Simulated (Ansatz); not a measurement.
**ZrB2 (P6/mmm): zone-centre modes under pressure**

Aim: how do the optical modes of ZrB2 (P6/mmm) move with volume?

Program: Ansatz 0.2.0. Level of theory: DFT LDA, scalar-relativistic, plane waves, PAW; PAW set soft_1. Results are calculated unless marked as measured.

## Step 1: Starting point

It takes space group P6/mmm (No. 191, hexagonal). Conventional cell: a = 3.170 Å, b = 3.170 Å, c = 3.533 Å, α = 90.00°, β = 90.00°, γ = 120.00°. Nearest to B lie 3 B at 1.83 Å and 6 Zr at 2.54 Å. Zr has 12 B at 2.54 Å nearest. Farther neighbours are not listed.

## Step 2: A rough relaxation first

The start is far from rest, so a relaxation with loose tolerances brings it close first.

File input.yaml:

```yaml
crystal:
  lattice:
    - [3.17, 0.0, 0.0]
    - [-1.585, 2.74530053, 0.0]
    - [0.0, 0.0, 3.533]
  atoms:
    - { symbol: B, position: [0.33333333, 0.66666667, 0.5] }
    - { symbol: B, position: [0.66666667, 0.33333333, 0.5] }
    - { symbol: Zr, position: [0.0, 0.0, 0.0] }
kpoints:
  mp_grid: { grid: [9, 9, 6] }
hamiltonian:
  xc: lda
  pseudopotentials: { kind: paw, azcp: { folder: soft_1 }, xc_functional: pbe }
scf:
  occupations: { method: gaussian, width: 0.1 }
output:
  forces: true
  stress: true
  eigenvalues: true
relax:
  adjacent_minimum: "off"
  f_tol: 0.05
  max_steps: 80
  cell: { stress_tol: 0.5 }
```

Run with:

```
> ansatz run input.yaml --threads 4 --pin off --max-ram 10240MiB --backend cpu --events-out ev --progress --plain --runs-dir out
```

Numbers of over 12 decimals in the logs are rounded to 6 here.

Output:

```text
The last accepted step is kept in <dir> (removed where the run ends without a failure and the disk answers)
Engine: ansatz 0.2.0, aarch64-unknown-linux-gnu
Pseudopotentials: kind: paw
Pseudopotential: B, paw, valence charge 3, recommended cutoff 420 eV (normal), soft_1/B.paw.azcp
Pseudopotential: Zr, paw, valence charge 12, recommended cutoff 420 eV (normal), soft_1/Zr.paw.azcp
Functional definition: SPW92
[...]
F+E_penalty+E_count = -4380.28647526 eV   max|allowed force component| = 1.665e-16 eV/Å   (the final SCF, on the basis selected at the relaxed cell)
  cell:  # Å, volume = 29.6844 Å³
    - [3.135570, 0.0, 0.0]
    - [-1.567785, 2.715483, 0.0]
    - [0.0, 0.0, 3.486294]
  atoms:
    - { symbol: B, position: [0.333333, 0.666667, 0.5] }
    - { symbol: B, position: [0.666667, 0.333333, 0.5] }
    - { symbol: Zr, position: [0, 0, 0.0] }
[key lines of the parts left out:]
SCF converged after 7 iterations
Free energy (F): -4380.286475 eV
Fermi energy:    16.093532 eV
P = ⅓ Tr σ = -0.1785 GPa (-1.785 kbar)
```

Run time: 2.2 s. Hardware: 4 threads of Arm Neoverse V1, shared host; peak memory 0.3 GiB.

Relaxation path:

| step | energy less that of the first step (eV) | largest force component (eV/Å) | pressure (GPa) | volume (Å³) |
| --- | --- | --- | --- | --- |
| 1 | 0.0000 | 0.0000 | -8.70 | 30.75 |
| 2 | -0.0178 | 0.0000 | 4.55 | 29.15 |
| 3 | -0.0303 | 0.0000 | 0.14 | 29.66 |
| 4 | -0.0308 | 0.0000 | -0.15 | 29.68 |
| 5* | -0.0302 | 0.0000 | -0.18 | 29.68 |

Relaxation steps marked * repeat the geometry before them on a plane-wave basis chosen anew for their cell, so energy and pressure can jump there.

The run keeps the 24 symmetry operations that it works with, so distortions that break them were not tested.

| conventional cell, symmetrised | before | after | change |
| --- | --- | --- | --- |
| a (Å) | 3.170 | 3.136 | -1.1 % |
| b (Å) | 3.170 | 3.136 | -1.1 % |
| c (Å) | 3.533 | 3.486 | -1.3 % |
| volume (Å³/atom) | 10.25 | 9.89 | -3.5 % |

The relaxed structure:

```xyz
3
Lattice="3.1356 0.0000 0.0000 -1.5678 2.7155 0.0000 0.0000 0.0000 3.4863" Properties=species:S:1:pos:R:3 pbc="T T T"
B     0.0000    1.8103    1.7431
B     1.5678    0.9052    1.7431
Zr    0.0000    0.0000    0.0000
```

Numbers from this step:

```yaml
pressure: -0.1785 GPa
volume_per_atom: 9.895 Å³
gap_on_the_k_mesh: 0 eV
```

In this step the volume went from 10.25 to 9.89 Å³/atom.

## Step 3: Bringing the structure to rest

Harmonic phonons are second derivatives at a point where the forces vanish, and they are wanted at zero stress, so atoms and cell are relaxed first.

input.yaml, the sections that differ from step 2:

```yaml
crystal:
  lattice:
    - [3.135569517, 0.0, 0.0]
    - [-1.5677847585, 2.7154828571, 0.0]
    - [0.0, 0.0, 3.4862944572]
  atoms:
    - { symbol: B, position: [0.3333333333, 0.6666666667, 0.5] }
    - { symbol: B, position: [0.6666666667, 0.3333333333, 0.5] }
    - { symbol: Zr, position: [0.0, 0.0, 0.0] }
kpoints:
  mp_grid: { grid: [15, 15, 12] }
relax:
  adjacent_minimum: "off"
  f_tol: 0.005
  max_steps: 80
  cell: { stress_tol: 0.05 }
# hamiltonian, scf, output: as in step 2
```

Output:

```text
[...]
Crystal: 3 atoms, lattice volume = 29.684 Å³
Basis set: ecut = 420 eV, 563 PW (Γ)
Bands: 13, of which v1, the nominal top of the filled ones, is band 9 counted from 1 (8 counted from 0)
Symmetry: 24 space group operations
[...]
k-points: 189 of 2700
[...]
k-point 188: bands = [... 5 lower, 7.3060, 11.1668, 13.4425, 13.4425, 20.3477, 22.4795, 22.4795, 22.9353]
--- Relaxed structure (3 steps of the walk, 3 accepted, 1 SCFs on fresh bases) ---
[...]
cell:  # Å, volume = 29.6590 Å³
    - [3.132798, 0.0, 0.0]
    - [-1.566399, 2.713083, 0.0]
    - [0.0, 0.0, 3.489480]
  atoms:
    - { symbol: B, position: [0.333333, 0.666667, 0.5] }
    - { symbol: B, position: [0.666667, 0.333333, 0.5] }
    - { symbol: Zr, position: [0, 0, 0.0] }
[key lines of the parts left out:]
SCF converged after 7 iterations
Free energy (F): -4380.295098 eV
Fermi energy:    16.075538 eV
P = ⅓ Tr σ = -0.0037 GPa (-0.037 kbar)
```

It took 5 s on 4 threads; peak memory 0.38 GiB.

Little changed from the start: no atom moved by 0.005 Å and no cell edge by 0.1 %.

This step gave:

```
pressure        : -0.003728 GPa
volume per atom : 9.886 Å³
```

In this step the volume went from 9.89 to 9.89 Å³/atom.

## Step 4: Tight relaxation

Phonons need small forces and stress, so the relaxation is finished with tight tolerances on 15×15×12 k points.

input.yaml, the sections that differ from step 3:

```yaml
crystal:
  lattice:
    - [3.1327984606, 0.0, 0.0]
    - [-1.5663992303, 2.7130830518, 0.0]
    - [0.0, 0.0, 3.4894799151]
  atoms:
    - { symbol: B, position: [0.3333333333, 0.6666666667, 0.5] }
    - { symbol: B, position: [0.6666666667, 0.3333333333, 0.5] }
    - { symbol: Zr, position: [0.0, 0.0, 0.0] }
scf:
  occupations: { method: methfessel_paxton, width: 0.2 }
relax:
  adjacent_minimum: "off"
  f_tol: 0.001
  max_steps: 60
  cell: { stress_tol: 0.01 }
# kpoints, hamiltonian, output: as in step 3
```

Output:

```text
[...]
Crystal: 3 atoms, lattice volume = 29.659 Å³
Basis set: ecut = 420 eV, 563 PW (Γ)
Bands: 13, of which v1, the nominal top of the filled ones, is band 9 counted from 1 (8 counted from 0)
Symmetry: 24 space group operations
[...]
k-points: 189 of 2700
[...]
k-point 188: bands = [... 5 lower, 7.3064, 11.1667, 13.4429, 13.4429, 20.3472, 22.4793, 22.4793, 22.9351]
--- Relaxed structure (2 steps of the walk, 2 accepted, 1 SCFs on fresh bases) ---
[...]
cell:  # Å, volume = 29.6585 Å³
    - [3.132686, 0.0, 0.0]
    - [-1.566343, 2.712986, 0.0]
    - [0.0, 0.0, 3.489677]
  atoms:
    - { symbol: B, position: [0.333333, 0.666667, 0.500000] }
    - { symbol: B, position: [0.666667, 0.333333, 0.500000] }
    - { symbol: Zr, position: [0, 0, 0.0] }
[key lines of the parts left out:]
SCF converged after 4 iterations
Free energy (F): -4380.294418 eV
Fermi energy:    16.070250 eV
P = ⅓ Tr σ = -0.0039 GPa (-0.039 kbar)
```

It took 4 s on 4 threads; peak memory 0.38 GiB.

Little changed from the start: no atom moved by 0.005 Å and no cell edge by 0.1 %.

Numbers from this step:

```
pressure : -0.003894 GPa
```

The forces vanish by symmetry and the pressure is -0.004 GPa, within the tolerances set. The cell now holds 9.89 Å³/atom.

## Step 5: Modes at rest

Phonons follow from the second derivative of the energy, found here by linear response.

The modes at rest are the reference of the series.

input.yaml, the sections that differ from step 4:

```yaml
crystal:
  lattice:
    - [3.1326863947, 0.0, 0.0]
    - [-1.5663431973, 2.7129859999, 0.0]
    - [0.0, 0.0, 3.4896774883]
  atoms:
    - { symbol: B, position: [0.3333333333, 0.6666666667, 0.5] }
    - { symbol: B, position: [0.6666666667, 0.3333333333, 0.5] }
    - { symbol: Zr, position: [0.0, 0.0, 0.0] }
output:
  eigenvalues: true
phonons:
  method: dfpt
# kpoints, hamiltonian, scf: as in step 4
# relax: removed
```

Output:

```text
zone centre: on kpoints.mp_grid the ground state, and the responses unless they are solved on pairs of k-points, stand on 448 of the mesh's 2700 k-points, reduced under 4 symmetry operations, with k and −k counted as one. Each operation leaves every solved displacement unchanged or reverses it
[...]
Crystal: 3 atoms, lattice volume = 29.659 Å³
Basis set: ecut = 420 eV, 563 PW (Γ), exchange–correlation on 48×48×48 points (8 copies of the dense FFT grid, shifted against one another)
Bands: 13, of which v1, the nominal top of the filled ones, is band 9 counted from 1 (8 counted from 0)
Symmetry: 24 space group operations
k-points: 448 of 2700 (irreducible under 4 space group operations, time reversal used)
[...]
SCF iter   1: F=—  HF=-4380.863128 eV  |F-HF|=—  |Δ(HF+E_count)|=         —  Δρ=5.92e-2  dr2=1.90e0  ethr=3.10e-3  ⟨swp⟩=4.9  Hψ=28097  notcnv=0
[...]
SCF iter   8: F=-4380.294419 eV  HF=-4380.294419 eV  |F-HF|=4.55e-12  |Δ(HF+E_count)|=  1.83e-10  S|Δr|=    0.00e0  Δρ=1.18e-7  dr2=2.69e-12  ethr=1.00e-12  ⟨swp⟩=4.0  Hψ=27308  notcnv=0
SCF 1 converged in 8 iterations: F = -4380.294419 eV  dr2 = 2.69e-12
[...]
DFPT response loops at Γ: preconditioner auto → Kerker (q_TF=auto, 2.510 Å⁻¹) (partly filled bands, converged f_vac=0.000); β = 1.00, the filter's whole step (`scf.mixing.beta` (0.50) is not read by the response loops under this deck's `scf.mixing.preconditioner`; to damp them name `kerker` or `kerker_dos`, under which they read `scf.mixing.beta`, and type it under 1.00, their step now; both keys bind the ground state too); Broyden in place of MSR1
SCF converged after 8 iterations
[...]
Free energy (F): -4380.294419 eV
[...]
Internal energy: -4380.294920 eV  (E = F + TS)
E sigma→0 (E₀):  -4380.294544 eV
Entropy (-TS):   0.000502 eV (0.167 meV/atom)
Fermi energy:    16.070250 eV
[...]
--- Band table (eV; the first three rows and the last of 448) ---
  k-point 0: bands = [... 5 lower, 13.3863, 13.3863, 13.4147, 13.8106, 19.6263, 19.6263, 20.4165, 20.4165]
  k-point 1: bands = [... 5 lower, 12.7126, 13.4537, 13.4537, 14.4812, 19.0464, 19.0464, 20.1920, 20.1920]
  k-point 2: bands = [... 5 lower, 11.8103, 13.6538, 13.6538, 15.3123, 18.1735, 18.1735, 19.5990, 19.5990]
  k-point 447: bands = [... 5 lower, 9.1233, 11.4308, 12.5100, 13.4939, 19.6545, 21.0624, 21.2342, 22.3169]
--- Phonons (Γ-DFPT): 4 representative perturbations + reference, on 448 of 2700 k-points (Σ response iterations 12) ---
  k mesh reduced under 4 symmetry operations, with k and −k counted as one. Each operation leaves every solved displacement unchanged or reverses it
  ASR residual: 5.264e-5 → 0.000e0 eV/Å²; symmetrization residual: 2.770e-7 eV/Å²
  ASR residual per site (eV/Å²): 1.09e-5 1.09e-5 5.26e-5
  Γ frequencies (cm⁻¹): 0.00 0.00 0.00 467.68 467.68 487.91 583.73 796.60 796.60
  non-analytic LO–TO correction: not included (Born effective charges unavailable; polar crystals: no LO–TO splitting at Γ)
```

Wall time 17 s (4 threads); peak memory 0.81 GiB; 64 s of CPU time.

In the SCF lines HF is the Harris–Foulkes energy and dr2 the Hartree energy of the density residual, in eV; the loop may stop once dr2 is under the threshold and the program's other checks hold. Hψ counts applications of the Hamiltonian.

This step gave:

| Item | Value |
| --- | --- |
| sum-rule residual before enforcement | 5.26e-5 eV/Å² |
| point group | 6/mmm |
| highest optical mode at the zone centre (no LO-TO term) | 796.6 cm⁻¹ |
| lowest optical zone-centre mode | 467.7 cm⁻¹ |

Patterns of degenerate modes are one choice out of their space. The modes at Γ (shares of kinetic energy by element, %):

| mode | frequency (cm⁻¹) | symmetry | B % | Zr % |
| --- | --- | --- | --- | --- |
| 1 | 0.0 | acoustic | 19 | 81 |
| 2 | 0.0 | acoustic | 19 | 81 |
| 3 | 0.0 | acoustic | 19 | 81 |
| 4 | 467.7 | E1u | 81 | 19 |
| 5 | 467.7 | E1u | 81 | 19 |
| 6 | 487.9 | A2u | 81 | 19 |
| 7 | 583.7 | B1g | 100 | 0 |
| 8 | 796.6 | E2g | 100 | 0 |
| 9 | 796.6 | E2g | 100 | 0 |

Displacements in mode 5 (467.7 cm⁻¹), the largest set to 1:
```
B1   1.00  0.00  0.00
B2   1.00  0.00  0.00
Zr3 -0.24  0.00  0.00
```

Displacements in mode 8 (796.6 cm⁻¹), the largest set to 1:
```
B1   1.00  0.00  0.00
B2  -1.00  0.00  0.00
Zr3  0.00  0.00  0.00
```

Before it was imposed, the acoustic sum rule was missed by 5.3e-5 eV/Å². Small misses are needed for a sound result but don't prove that mesh and cutoff are converged. The lowest optical mode is real, 468 cm⁻¹.

## Step 6: Relaxation of a member: 1.06 times the volume at rest

The cell is set to 1.06 times the volume at rest, and shape and atoms relax at that volume.

input.yaml, the sections that differ from step 5:

```yaml
crystal:
  lattice:
    - [3.1916596265, 0.0, 0.0]
    - [-1.5958298132, 2.7640583168, 0.0]
    - [0.0, 0.0, 3.5636238683]
  atoms:
    - { symbol: B, position: [0.3333333333, 0.6666666667, 0.5] }
    - { symbol: B, position: [0.6666666667, 0.3333333333, 0.5] }
    - { symbol: Zr, position: [0.0, 0.0, 0.0] }
output:
  forces: true
  stress: true
  eigenvalues: true
relax:
  adjacent_minimum: "off"
  f_tol: 0.001
  max_steps: 60
  cell: { stress_tol: 0.01, fix: [volume] }
# kpoints, hamiltonian, scf: as in step 5
# phonons: removed
```

Output:

```text
[...]
Crystal: 3 atoms, lattice volume = 31.438 Å³
Basis set: ecut = 420 eV, 575 PW (Γ)
Bands: 13, of which v1, the nominal top of the filled ones, is band 9 counted from 1 (8 counted from 0)
Symmetry: 24 space group operations
[...]
k-points: 189 of 2700
[...]
k-point 188: bands = [... 5 lower, 6.6037, 10.2667, 12.5036, 12.5036, 19.0316, 20.9612, 20.9612, 21.4948]
--- Relaxed structure (3 steps of the walk, 3 accepted, 1 SCFs on fresh bases) ---
[...]
cell:  # Å, volume = 31.4381 Å³
    - [3.190288, -2.8855192553312668e-11, 0]
    - [-1.595144, 2.762870, 0]
    - [0, 0, 3.566689]
  atoms:
    - { symbol: B, position: [0.333333, 0.666667, 0.5] }
    - { symbol: B, position: [0.666667, 0.333333, 0.5] }
    - { symbol: Zr, position: [0, 0, 0] }
[key lines of the parts left out:]
SCF converged after 4 iterations
Free energy (F): -4380.215484 eV
Fermi energy:    15.115640 eV
P = ⅓ Tr σ = -13.5435 GPa (-135.435 kbar)
```

Run time: 4.5 s. Hardware: 4 threads; peak memory 0.38 GiB.

Little changed from the start: no atom moved by 0.005 Å and no cell edge by 0.1 %.

This step gave:

```yaml
pressure: -13.54 GPa
volume_per_atom: 10.48 Å³
```

The forces vanish by symmetry, at a pressure of -13.54 GPa.

## Step 7: Zone-centre modes of the member: 1.06 times the volume at rest

The zone-centre modes follow for 1.06 times the volume at rest.

input.yaml, the sections that differ from step 6:

```yaml
crystal:
  lattice:
    - [3.1902878893, 0.0, 0.0]
    - [-1.5951439446, 2.7628703576, 0.0]
    - [0.0, 0.0, 3.5666890501]
  atoms:
    - { symbol: B, position: [0.3333333333, 0.6666666667, 0.5] }
    - { symbol: B, position: [0.6666666667, 0.3333333333, 0.5] }
    - { symbol: Zr, position: [0.0, 0.0, 0.0] }
output:
  eigenvalues: true
phonons:
  method: dfpt
# kpoints, hamiltonian, scf: as in step 6
# relax: removed
```

Output:

```text
[...]
Crystal: 3 atoms, lattice volume = 31.438 Å³
Basis set: ecut = 420 eV, 575 PW (Γ), exchange–correlation on 48×48×48 points (8 copies of the dense FFT grid, shifted against one another)
Bands: 13, of which v1, the nominal top of the filled ones, is band 9 counted from 1 (8 counted from 0)
Symmetry: 24 space group operations
k-points: 448 of 2700 (irreducible under 4 space group operations, time reversal used)
[...]
SCF iter   1: F=—  HF=-4380.714424 eV  |F-HF|=—  |Δ(HF+E_count)|=         —  Δρ=5.36e-2  dr2=1.71e0  ethr=3.10e-3  ⟨swp⟩=4.9  Hψ=27976  notcnv=0
[...]
SCF iter   8: F=-4380.215485 eV  HF=-4380.215485 eV  |F-HF|=2.73e-12  |Δ(HF+E_count)|=  7.64e-11  S|Δr|=    0.00e0  Δρ=2.26e-7  dr2=6.18e-12  ethr=1.00e-12  ⟨swp⟩=4.0  Hψ=27227  notcnv=0
SCF 1 converged in 8 iterations: F = -4380.215485 eV  dr2 = 6.18e-12
[...]
SCF converged after 8 iterations
[...]
Free energy (F): -4380.215485 eV
[...]
Internal energy: -4380.216028 eV  (E = F + TS)
E sigma→0 (E₀):  -4380.215621 eV
Entropy (-TS):   0.000542 eV (0.181 meV/atom)
Fermi energy:    15.115640 eV
[...]
--- Band table (eV; the first three rows and the last of 448) ---
  k-point 0: bands = [... 5 lower, 12.5719, 12.5719, 12.5790, 12.7985, 18.4044, 18.4044, 19.1389, 19.1389]
  k-point 1: bands = [... 5 lower, 11.8082, 12.6355, 12.6355, 13.5328, 17.8959, 17.8959, 18.9354, 18.9354]
  k-point 2: bands = [... 5 lower, 10.9062, 12.8244, 12.8244, 14.3488, 17.0990, 17.0990, 18.3943, 18.3943]
  k-point 447: bands = [... 5 lower, 8.3727, 10.5806, 11.5614, 12.6139, 18.4004, 19.7122, 19.8986, 20.9193]
[...]
ASR residual: 1.498e-4 → 0.000e0 eV/Å²; symmetrization residual: 2.688e-7 eV/Å²
  ASR residual per site (eV/Å²): 2.58e-5 2.58e-5 1.50e-4
  Γ frequencies (cm⁻¹): 0.00 0.00 0.00 431.07 431.07 434.86 545.15 731.37 731.37
[...]
```

The job ended after 18 s (4 threads; peak memory 0.84 GiB; 65 s of CPU time).

This step gave:

```
sum-rule residual before enforcement                    : 1.50e-4 eV/Å²
highest optical mode at the zone centre (no LO-TO term) : 731.4 cm⁻¹
lowest optical zone-centre mode                         : 431.1 cm⁻¹
```

Patterns of degenerate modes are one choice out of their space. The modes at Γ (shares of kinetic energy by element, %):

| mode | frequency (cm⁻¹) | symmetry | B % | Zr % |
| --- | --- | --- | --- | --- |
| 1 | 0.0 | acoustic | 19 | 81 |
| 2 | 0.0 | acoustic | 19 | 81 |
| 3 | 0.0 | acoustic | 19 | 81 |
| 4 | 431.1 | E1u | 81 | 19 |
| 5 | 431.1 | E1u | 81 | 19 |
| 6 | 434.9 | A2u | 81 | 19 |
| 7 | 545.1 | B1g | 100 | 0 |
| 8 | 731.4 | E2g | 100 | 0 |
| 9 | 731.4 | E2g | 100 | 0 |

The lowest optical mode is real, 431 cm⁻¹, and the highest lies at 731.4 cm⁻¹.

For the highest optical mode at the zone centre (no LO-TO term), step 5 gave 797 cm⁻¹; this run, with volume ratio 1.06, gives 731 cm⁻¹ (-8 %).

[end of part 1 of 2]

[Logs are printed without paths, hosts, clocks, repeated set-up lines and the standing remarks that a program may print on its own settings, such as how far it seeks lower states.]

[Hosts, paths, dates, database ids (printed as entryN), source tags and the programs' standing remarks are cut or masked in the printed files.]
